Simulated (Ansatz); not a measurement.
# NaP3 (built on the sites of a database entry of NaN3): a soft mode frozen in, part 2 of 3

Aim: this structure of NaP3 (built on the sites of a database entry of NaN3) is to be tested for unstable modes, and one is followed downhill.

Ansatz 0.2.0; DFT PBEsol, scalar-relativistic, plane waves, PAW.

So far, highest frequency on the path or at a solved wavevector (cm⁻¹): step 2 (response at finite wavevector) 302. Also lowest frequency on the path (cm⁻¹): step 2 -224.

The structure was built from a prototype and need not be the compound's stable phase.

**4. The mode frozen in, largest atomic shift 0.6 Å**

The atoms are moved along the unstable eigenvector, the largest shift by 0.6 Å, with the cell fixed.

input.yaml reads:

```yaml
crystal:
  lattice:
    - [3.9575023488, 0.0, 0.0]
    - [0.0, 3.9575023488, -3.9575023488]
    - [0.0, 7.9150046977, 7.9150046977]
  atoms:
    - { symbol: Na, position: [-0.032488036, 0.0, 0.5] }
    - { symbol: Na, position: [0.0, 0.5, 0.75] }
    - { symbol: Na, position: [0.032488036, 0.0, 0.0] }
    - { symbol: Na, position: [0.0, 0.5, 0.25] }
    - { symbol: P, position: [0.0, 0.0, 0.25] }
    - { symbol: P, position: [0.1516107755, 0.5, 0.5] }
    - { symbol: P, position: [0.0, 0.0, 0.75] }
    - { symbol: P, position: [-0.1516107755, 0.5, 0.0] }
    - { symbol: P, position: [0.462844199, 0.75, 0.375] }
    - { symbol: P, position: [0.462844199, 0.25, 0.625] }
    - { symbol: P, position: [0.537155801, 0.75, 0.875] }
    - { symbol: P, position: [0.537155801, 0.25, 0.125] }
    - { symbol: P, position: [0.462844199, 0.25, 0.375] }
    - { symbol: P, position: [0.462844199, 0.75, 0.625] }
    - { symbol: P, position: [0.537155801, 0.25, 0.875] }
    - { symbol: P, position: [0.537155801, 0.75, 0.125] }
kpoints:
  mp_grid: { grid: [10, 6, 4] }
hamiltonian:
  xc: pbesol
scf:
  occupations: { method: methfessel_paxton, width: 0.2 }
output:
  forces: true
  stress: true
  eigenvalues: true
```

Launch:

```console
> ansatz run input.yaml --threads 8 --pin off --max-ram 14336MiB --backend cpu --events-out ev --progress --plain --runs-dir out
```

Numbers of over 12 decimals in the logs are rounded to 6 here.

Log:

```text
[...]
Crystal: 16 atoms, lattice volume = 247.927 Å³
Basis set: ecut = 420 eV, 4879 PW (Γ), exchange–correlation on 54×80×150 points (8 copies of the dense FFT grid, shifted against one another)
Bands: 64, of which v1, the nominal top of the filled ones, is band 48 counted from 1 (47 counted from 0)
Symmetry: 8 space group operations
[...]
k-points: 72 of 240
[...]
k-point 0: bands = [... 44 lower, 8.1427, 8.4059, 8.4286, 8.7632, 9.0011, 9.4375, 9.6321, 9.8656, ... 12 higher]
  k-point 1: bands = [... 44 lower, 8.4438, 8.4672, 8.4905, 9.0675, 9.2215, 9.2286, 9.5308, 10.0261, ... 12 higher]
  k-point 2: bands = [... 44 lower, 8.5833, 8.5833, 8.5886, 8.5886, 9.6786, 9.6786, 9.7173, 9.7173, ... 12 higher]
  k-point 71: bands = [... 44 lower, 8.1908, 8.1908, 8.2843, 8.2843, 9.7132, 9.7132, 9.9343, 9.9343, ... 12 higher]
[key lines of the parts left out:]
SCF converged after 8 iterations
Free energy (F): -14779.531106 eV
Fermi energy:    8.942013 eV
P = ⅓ Tr σ = 4.5268 GPa (45.268 kbar)
```

Run time: 8.1 s. Hardware: 8 threads of Arm Neoverse V2, shared host; peak memory 1.5 GiB; 62 s of CPU time.

Numbers from this step:

* pressure: 4.527 GPa
* energy from the undistorted cell: -49.61 meV/atom

The energy, extrapolated to zero smearing, is -49.61 meV/atom against the undistorted cell.

The run ends at a pressure of 4.53 GPa, with forces up to 0.43 eV/Å.

**5. Energy along the mode, all amplitudes (two of the runs are shown above)**

An imaginary frequency means negative curvature, so the energy should fall and then rise again as anharmonic terms take over.

This step gave:

* depth at the lowest point sampled: 49.61 meV/atom
* largest atomic shift at that point: 0.6 Å

The energy from the parent by largest atomic shift:

```csv
largest atomic shift (Å),energy from the parent (meV/atom)
0.000,0
0.040,-0.657
0.080,-2.64
0.140,-7.98
0.220,-18.3
0.320,-33.4
0.450,-48.8
0.600,-49.6
```

Displacement at unit largest shift by atom:

```csv
atom,x (Å),y (Å),z (Å),size
Na1,-0.21,0.00,0.00,0.21
Na2,0.00,0.00,0.00,0.00
Na3,0.21,0.00,0.00,0.21
Na4,0.00,0.00,0.00,0.00
P5,0.00,0.00,0.00,0.00
P6,1.00,0.00,0.00,1.00
P7,0.00,0.00,0.00,0.00
P8,-1.00,0.00,0.00,1.00
P9,-0.24,0.00,0.00,0.24
P10,-0.24,0.00,0.00,0.24
P11,0.24,0.00,0.00,0.24
P12,0.24,0.00,0.00,0.24
P13,-0.24,0.00,0.00,0.24
P14,-0.24,0.00,0.00,0.24
P15,0.24,0.00,0.00,0.24
P16,0.24,0.00,0.00,0.24
```

The lowest of the steps tried is the last one, at 0.6 Å, 49.6 meV/atom below the parent; the bottom of the well need not coincide with a step.

**6. Relaxing from the distorted cell**

Starting from the lowest point found, all atoms and the cell are let go, so that strain and other modes of the same symmetry can join in.

input.yaml: that of step 4 with these lines changed.

```diff
@@ -32 +32,10 @@
   eigenvalues: true
+  write_density: true
+  write_potential: true
+  elf: true
+  volumetric_format: npy
+relax:
+  adjacent_minimum: "off"
+  f_tol: 0.002
+  max_steps: 120
+  cell: { stress_tol: 0.03 }
```

Log:

```text
[...]
Crystal: 16 atoms, lattice volume = 247.927 Å³
Basis set: ecut = 420 eV, 4879 PW (Γ), exchange–correlation on 54×80×150 points (8 copies of the dense FFT grid, shifted against one another)
Bands: 64, of which v1, the nominal top of the filled ones, is band 48 counted from 1 (47 counted from 0)
Symmetry: 8 space group operations
[...]
k-points: 72 of 240
[...]
SCF iter   1: F=—  HF=-14779.545891 eV  |F-HF|=—  |Δ(HF+E_count)|=         —  Δρ=3.46e-3  dr2=2.81e-2  ethr=1.77e-3  ⟨swp⟩=10.5  Hψ=24071  notcnv=0
[...]
SCF iter   8: F=-14779.531106 eV  HF=-14779.531106 eV  |F-HF|=1.94e-8  |Δ(HF+E_count)|=   2.86e-8  S|Δr|=    0.00e0  Δρ=2.27e-6  dr2=2.44e-8  ethr=1.04e-10  ⟨swp⟩=14.8  Hψ=32607  notcnv=0
SCF 1 converged in 8 iterations: F = -14779.531106 eV  dr2 = 2.44e-8
[...]
relax step   1: F+E_penalty+E_count = -14779.53110629 eV  Δ(F+E_penalty+E_count) = +0.000e0 eV  max|allowed force component| = 4.289e-1 eV/Å  Δτ_max = 0.0000 Å  P = +4.527 GPa  Ω = 247.927 Å³  (8 SCF iters, dr2 threshold 1.00e-7 eV, accepted)
[... from here on, the SCF cycles and remarks between the steps are left out ...]
relax step   2: F+E_penalty+E_count = -14779.90923174 eV  Δ(F+E_penalty+E_count) = -3.781e-1 eV  max|allowed force component| = 2.475e-1 eV/Å  Δτ_max = 0.0679 Å  P = +0.790 GPa  Ω = 262.210 Å³  energy of the carried Pulay correction = -2.671e-3 eV  (6 SCF iters, dr2 threshold 1.60e-6 eV, accepted)
relax step   3: F+E_penalty+E_count = -14780.15024075 eV  Δ(F+E_penalty+E_count) = -2.410e-1 eV  max|allowed force component| = 2.531e-1 eV/Å  Δτ_max = 0.0683 Å  P = -0.293 GPa  Ω = 268.754 Å³  energy of the carried Pulay correction = -3.845e-3 eV  (6 SCF iters, dr2 threshold 1.60e-6 eV, accepted)
relax step   4: F+E_penalty+E_count = -14780.43272265 eV  Δ(F+E_penalty+E_count) = -2.825e-1 eV  max|allowed force component| = 1.434e-1 eV/Å  Δτ_max = 0.1325 Å  P = +0.522 GPa  Ω = 272.139 Å³  energy of the carried Pulay correction = -4.441e-3 eV  (7 SCF iters, dr2 threshold 1.60e-6 eV, accepted)
relax step   5: F+E_penalty+E_count = -14780.49312975 eV  Δ(F+E_penalty+E_count) = -6.041e-2 eV  max|allowed force component| = 2.851e-1 eV/Å  Δτ_max = 0.0994 Å  P = +0.722 GPa  Ω = 280.058 Å³  energy of the carried Pulay correction = -5.806e-3 eV  (7 SCF iters, dr2 threshold 1.60e-6 eV, accepted)
relax step   6: F+E_penalty+E_count = -14780.53357578 eV  Δ(F+E_penalty+E_count) = -4.045e-2 eV  max|allowed force component| = 1.602e-1 eV/Å  Δτ_max = 0.0935 Å  P = -0.274 GPa  Ω = 282.951 Å³  energy of the carried Pulay correction = -6.294e-3 eV  (6 SCF iters, dr2 threshold 1.60e-6 eV, accepted)
relax step   7: F+E_penalty+E_count = -14780.63154323 eV  Δ(F+E_penalty+E_count) = -9.797e-2 eV  max|allowed force component| = 1.506e-1 eV/Å  Δτ_max = 0.1024 Å  P = +0.162 GPa  Ω = 282.601 Å³  energy of the carried Pulay correction = -6.236e-3 eV  (6 SCF iters, dr2 threshold 1.60e-6 eV, accepted)
relax step   8: F+E_penalty+E_count = -14781.08930195 eV  Δ(F+E_penalty+E_count) = -4.578e-1 eV  max|allowed force component| = 4.366e-1 eV/Å  Δτ_max = 0.1356 Å  P = +0.328 GPa  Ω = 289.343 Å³  energy of the carried Pulay correction = -7.355e-3 eV  (7 SCF iters, dr2 threshold 1.60e-6 eV, accepted)
relax step   9: F+E_penalty+E_count = -14781.35080522 eV  Δ(F+E_penalty+E_count) = -2.615e-1 eV  max|allowed force component| = 7.322e-1 eV/Å  Δτ_max = 0.1989 Å  P = +2.898 GPa  Ω = 297.393 Å³  energy of the carried Pulay correction = -8.656e-3 eV  (7 SCF iters, dr2 threshold 1.60e-6 eV, accepted)
relax step  10: F+E_penalty+E_count = -14781.90234659 eV  Δ(F+E_penalty+E_count) = -5.515e-1 eV  max|allowed force component| = 2.497e-1 eV/Å  Δτ_max = 0.0833 Å  P = -0.109 GPa  Ω = 313.007 Å³  energy of the carried Pulay correction = -1.107e-2 eV  (7 SCF iters, dr2 threshold 1.60e-6 eV, accepted)
relax step  11: F+E_penalty+E_count = -14781.89888544 eV  Δ(F+E_penalty+E_count) = +3.461e-3 eV  max|allowed force component| = 2.781e-1 eV/Å  Δτ_max = 0.0699 Å  P = +0.330 GPa  Ω = 321.211 Å³  energy of the carried Pulay correction = -1.229e-2 eV  (6 SCF iters, dr2 threshold 1.60e-6 eV, rejected (line search))
relax step  12: F+E_penalty+E_count = -14781.97761617 eV  Δ(F+E_penalty+E_count) = -7.527e-2 eV  max|allowed force component| = 6.471e-2 eV/Å  Δτ_max = 0.0441 Å  P = -0.037 GPa  Ω = 315.513 Å³  energy of the carried Pulay correction = -1.145e-2 eV  (11 SCF iters, accepted)
relax step  13: F+E_penalty+E_count = -14781.97928609 eV  Δ(F+E_penalty+E_count) = -1.670e-3 eV  max|allowed force component| = 1.312e-2 eV/Å  Δτ_max = 0.0058 Å  P = -0.013 GPa  Ω = 315.132 Å³  energy of the carried Pulay correction = -1.139e-2 eV  (5 SCF iters, dr2 threshold 2.62e-7 eV, accepted)
relax step  14: F+E_penalty+E_count = -14781.97946147 eV  Δ(F+E_penalty+E_count) = -1.754e-4 eV  max|allowed force component| = 2.716e-3 eV/Å  Δτ_max = 0.0017 Å  P = +0.010 GPa  Ω = 315.087 Å³  energy of the carried Pulay correction = -1.139e-2 eV  (5 SCF iters, dr2 threshold 1.55e-8 eV, accepted)
[...]
relax step  20: F+E_penalty+E_count = -14782.46732792 eV  Δ(F+E_penalty+E_count) = +2.785e-4 eV  max|allowed force component| = 7.946e-2 eV/Å  Δτ_max = 0.0240 Å  P = +0.172 GPa  Ω = 343.570 Å³  energy of the carried Pulay correction = -6.712e-3 eV  (6 SCF iters, dr2 threshold 4.71e-7 eV, accepted)
relax step  21: F+E_penalty+E_count = -14782.47206445 eV  Δ(F+E_penalty+E_count) = -4.737e-3 eV  max|allowed force component| = 6.691e-3 eV/Å  Δτ_max = 0.0134 Å  P = +0.030 GPa  Ω = 342.279 Å³  energy of the carried Pulay correction = -6.301e-3 eV  (6 SCF iters, dr2 threshold 3.95e-7 eV, accepted)
relax step  22: F+E_penalty+E_count = -14782.47199521 eV  Δ(F+E_penalty+E_count) = +6.924e-5 eV  max|allowed force component| = 5.735e-3 eV/Å  Δτ_max = 0.0025 Å  P = +0.000 GPa  Ω = 342.768 Å³  energy of the carried Pulay correction = -6.457e-3 eV  (6 SCF iters, dr2 threshold 2.93e-9 eV, accepted)
relax step  23: F+E_penalty+E_count = -14782.47200422 eV  Δ(F+E_penalty+E_count) = -9.017e-6 eV  max|allowed force component| = 8.613e-4 eV/Å  Δτ_max = 0.0009 Å  P = +0.002 GPa  Ω = 342.756 Å³  energy of the carried Pulay correction = -6.453e-3 eV  (5 SCF iters, dr2 threshold 2.06e-9 eV, accepted)
relax step  24: F+E_penalty+E_count = -14782.49654362 eV  Δ(F+E_penalty+E_count) = -2.454e-2 eV  max|allowed force component| = 9.557e-4 eV/Å  Δτ_max = 0.0000 Å  P = +0.090 GPa  Ω = 342.756 Å³  stress off target by 2.56e-1 GPa  SCF on the basis re-selected at this cell (its energy is not comparable with the rows above)  (8 SCF iters)
relax step  25: F+E_penalty+E_count = -14782.50101748 eV  Δ(F+E_penalty+E_count) = -4.474e-3 eV  max|allowed force component| = 6.758e-3 eV/Å  Δτ_max = 0.0165 Å  P = +0.058 GPa  Ω = 345.422 Å³  energy of the carried Pulay correction = -3.346e-4 eV  (6 SCF iters, dr2 threshold 1.64e-7 eV, accepted)
relax step  26: F+E_penalty+E_count = -14782.50108160 eV  Δ(F+E_penalty+E_count) = -6.412e-5 eV  max|allowed force component| = 2.231e-2 eV/Å  Δτ_max = 0.0062 Å  P = -0.126 GPa  Ω = 347.862 Å³  energy of the carried Pulay correction = -6.703e-4 eV  (6 SCF iters, dr2 threshold 2.98e-8 eV, accepted)
relax step  27: F+E_penalty+E_count = -14782.50162722 eV  Δ(F+E_penalty+E_count) = -5.456e-4 eV  max|allowed force component| = 1.336e-3 eV/Å  Δτ_max = 0.0029 Å  P = +0.002 GPa  Ω = 347.344 Å³  energy of the carried Pulay correction = -5.957e-4 eV  (4 SCF iters, dr2 threshold 9.86e-8 eV, accepted)
relax step  28: F+E_penalty+E_count = -14782.50241433 eV  Δ(F+E_penalty+E_count) = -7.871e-4 eV  max|allowed force component| = 1.306e-3 eV/Å  Δτ_max = 0.0000 Å  P = +0.004 GPa  Ω = 347.344 Å³  stress off target by 1.22e-2 GPa  SCF on the basis re-selected at this cell (its energy is not comparable with the rows above)  (7 SCF iters)
[...]
SCF converged after 7 iterations
[...]
Free energy (F): -14782.502414 eV
[...]
Internal energy: -14782.511200 eV  (E = F + TS)
E sigma→0 (E₀):  -14782.504611 eV
Entropy (-TS):   0.008785 eV (0.549 meV/atom)
Fermi energy:    5.081004 eV
[...]
--- Forces (eV/Å), atoms counted from 1 ---
  atom   1  Na    -0.00130622     0.00000000    -0.00000000
  atom   2  Na     0.00000000    -0.00000000     0.00000000
  atom   3  Na     0.00130622    -0.00000000     0.00000000
  atom   4  Na     0.00000000     0.00000000    -0.00000000
  atom   5  P      0.00000000    -0.00000000     0.00000000
  atom   6  P     -0.00043670     0.00000000    -0.00000000
  atom   7  P      0.00000000     0.00000000     0.00000000
  atom   8  P      0.00043670    -0.00000000     0.00000000
  atom   9  P      0.00009742     0.00123111     0.00103047
  atom  10  P      0.00009742    -0.00123111    -0.00103047
  atom  11  P     -0.00009742     0.00123111     0.00103047
  atom  12  P     -0.00009742    -0.00123111    -0.00103047
  atom  13  P      0.00009742     0.00103047     0.00123111
  atom  14  P      0.00009742    -0.00103047    -0.00123111
  atom  15  P     -0.00009742     0.00103047     0.00123111
  atom  16  P     -0.00009742    -0.00103047    -0.00123111
  max |Σ_I F_I| component: 4.34e-18 eV/Å
--- Stress (GPa, compression-positive) ---
        0.012218      -0.000000       0.000000
       -0.000000      -0.000685       0.001598
        0.000000       0.001598      -0.000685
  P = ⅓ Tr σ = 0.0036 GPa (0.036 kbar)
--- Band table (eV; the first three rows and the last of 72) ---
  k-point 0: bands = [... 44 lower, 3.6342, 4.9110, 4.9405, 5.7443, 6.0096, 6.0668, 6.3130, 6.4869, ... 12 higher]
  k-point 1: bands = [... 44 lower, 4.2660, 4.7761, 5.1023, 5.7396, 5.8684, 5.8804, 6.2873, 6.3183, ... 12 higher]
  k-point 2: bands = [... 44 lower, 4.4272, 4.4272, 5.5055, 5.5055, 5.7627, 5.7627, 5.9592, 5.9592, ... 12 higher]
  k-point 71: bands = [... 44 lower, 4.1109, 4.1109, 4.7183, 4.7183, 4.9071, 4.9071, 6.9979, 6.9979, ... 12 higher]
--- Relaxed structure (25 steps of the walk, 24 accepted, 3 SCFs on fresh bases) ---
  F+E_penalty+E_count = -14782.50241433 eV   max|allowed force component| = 1.306e-3 eV/Å   (the final SCF, on the basis selected at the relaxed cell)
  cell:  # Å, volume = 347.3443 Å³
    - [5.571649, 0, 0]
    - [0, 4.277403, -4.277403]
    - [0, 7.287294, 7.287294]
  atoms:
    - { symbol: Na, position: [-0.221986, 0.0, 0.5] }
    - { symbol: Na, position: [-7.722281894842563e-19, 0.500000, 0.75] }
    - { symbol: Na, position: [0.221986, -1.6758721517909767e-19, 0] }
    - { symbol: Na, position: [-7.722281894842562e-19, 0.500000, 0.250000] }
    - { symbol: P, position: [-7.72228189484256e-19, 0.0, 0.25] }
    - { symbol: P, position: [0.121541, 0.500000, 0.5] }
    - { symbol: P, position: [-7.722281894842544e-19, 0.0, 0.75] }
    - { symbol: P, position: [-0.121541, 0.500000, 0.0] }
    - { symbol: P, position: [0.309887, 0.802721, 0.392670] }
    - { symbol: P, position: [0.309887, 0.197279, 0.607330] }
    - { symbol: P, position: [0.690113, 0.802721, 0.892670] }
    - { symbol: P, position: [0.690113, 0.197279, 0.107330] }
    - { symbol: P, position: [0.309887, 0.197279, 0.392670] }
    - { symbol: P, position: [0.309887, 0.802721, 0.607330] }
    - { symbol: P, position: [0.690113, 0.197279, 0.892670] }
    - { symbol: P, position: [0.690113, 0.802721, 0.107330] }
```

It took 5.6 min on 8 threads; peak memory 2.1 GiB; 43 min of CPU time.

[end of part 2 of 3]

[Logs are printed without paths, hosts, clocks, repeated set-up lines and the standing remarks that a program may print on its own settings, such as how far it seeks lower states.]

[Hosts, paths, dates, database ids (printed as entryN), source tags and the programs' standing remarks are cut or masked in the printed files.]
